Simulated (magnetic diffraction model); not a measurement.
# Solving a magnetic structure from powder neutron data: Cs₃Dy₃Pd₂Rh

Space group P-62m (no. 189), a = 9.3440 Å, c = 4.7020 Å.

```
site  atom    x       y    z
  3g    Dy    0  0.5862  1/2
  3f    Cs    0  0.2479    0
  2c    Pd  2/3     1/3    0
  1b    Rh    0       0  1/2
```

This is a made-up structure (elements placed in a structure type, unrelaxed), so the numbers test the method and describe no known phase.

Only Dy is taken to order (form factors of Dy3+); orders and moment sizes are assumed, and not adapted to the symmetry. Radiation: neutrons of λ = 4.2 Å (absorption by Dy left out), 8° to 90°; isotropic B of 0.13 Å² (Dy), 0.1 Å² (Cs), 0.11 Å² (Pd) and 0.12 Å² (Rh). The intensities are simulated: I ∝ L Σ (|F_N|² + |F_M⊥|²) for unpolarised neutrons, with F_M = 2.695 fm/μB × Σ f(s) S exp(2πi Q·r) exp(−B s²) at Q = H ± k (one set where k and −k are equivalent), only the part normal to Q counting and L = 1/(sin²θ cos θ). For collinear order S is the moment m, which repeats by lattice and centring translations R with the sign exp(−2πi k·R). Form factors are spin-only for 3d ions and dipole or tabulated for f ions, scattering lengths are Sears's of 1992, and absorption is left out. A label names one of the reflections at its angle. The strongest nuclear line in the range is 100, and lines under 0.2 are left out.

Above the ordering temperature:

| 2θ (°) | index | I |
| --- | --- | --- |
| 30.08 | (1 0 0) | 4.4 |
| 53.05 | (0 0 1) | 10.2 |
| 53.42 | (1 1 0) | 20.2 |
| 62.20 | (1 0 1) | 2.0 |
| 62.53 | (2 0 0) | 21.6 |
| 78.64 | (1 1 1) | 100.0 |
| 86.43 | (2 0 1) | 97.4 |
| 86.72 | (2 1 0) | 50.1 |

Below it (cell unchanged):

```
2θ (°)      I
 25.81   92.0
 30.08    4.4
 40.04    9.5
 53.05   10.2
 53.42   20.2
 60.25   38.5
 62.20    2.0
 62.53   21.6
 68.81   21.3
 78.64  100.0
 84.12   10.9
 86.43   97.4
 86.72   50.1
```

**Question.** Find the propagation vector, then choose among these models:
A. collinear moments along [001], 5.6 μB on Dy; signs + at (0, 0.5862, 1/2), − at (0.4138, 0.4138, 1/2), − at (0.5862, 0, 1/2)
B. collinear moments along [120], 5.6 μB on Dy; signs + at (0, 0.5862, 1/2), − at (0.4138, 0.4138, 1/2), − at (0.5862, 0, 1/2)
C. collinear moments along [120], 5.6 μB on Dy; signs + at (0, 0.5862, 1/2), + at (0.4138, 0.4138, 1/2), + at (0.5862, 0, 1/2)
D. collinear moments along [001], 5.6 μB on Dy; signs + at (0, 0.5862, 1/2), + at (0.4138, 0.4138, 1/2), + at (0.5862, 0, 1/2)

The new lines index as (0 0 1/2) at 25.81°, (1 0 1/2) at 40.04°, (1 1 1/2) at 60.25° and (2 0 1/2) at 68.81°, that is as H ± k with k = (0 0 1/2). Half indices mean that the moments reverse under translations with k·R a half-integer, and the magnetic cell has twice the primitive volume.

Magnetic intensity, observed (below minus above) and for each model:

| 2θ (°) | index | observed | A | B | C | D |
| --- | --- | --- | --- | --- | --- | --- |
| 25.81 | (0 0 1/2) | 92.0 | <0.2 | 10.2 | 92.0 | <0.2 |
| 40.04 | (1 0 1/2) | 9.5 | 57.5 | 77.9 | 9.5 | 7.6 |
| 60.25 | (1 1 1/2) | 38.5 | 22.3 | 13.6 | 38.5 | 51.5 |
| 68.81 | (2 0 1/2) | 21.3 | 22.8 | 12.8 | 21.3 | 31.1 |
| 84.12 | (0 0 3/2) | 10.9 | <0.2 | 1.2 | 10.9 | <0.2 |

Model C matches.

The structure used: k = (0 0 1/2), collinear moments along [120], 5.6 μB on Dy; signs + at (0, 0.5862, 1/2), + at (0.4138, 0.4138, 1/2), + at (0.5862, 0, 1/2).

[Logs are printed without paths, hosts, clocks, repeated set-up lines and the standing remarks that a program may print on its own settings, such as how far it seeks lower states.]
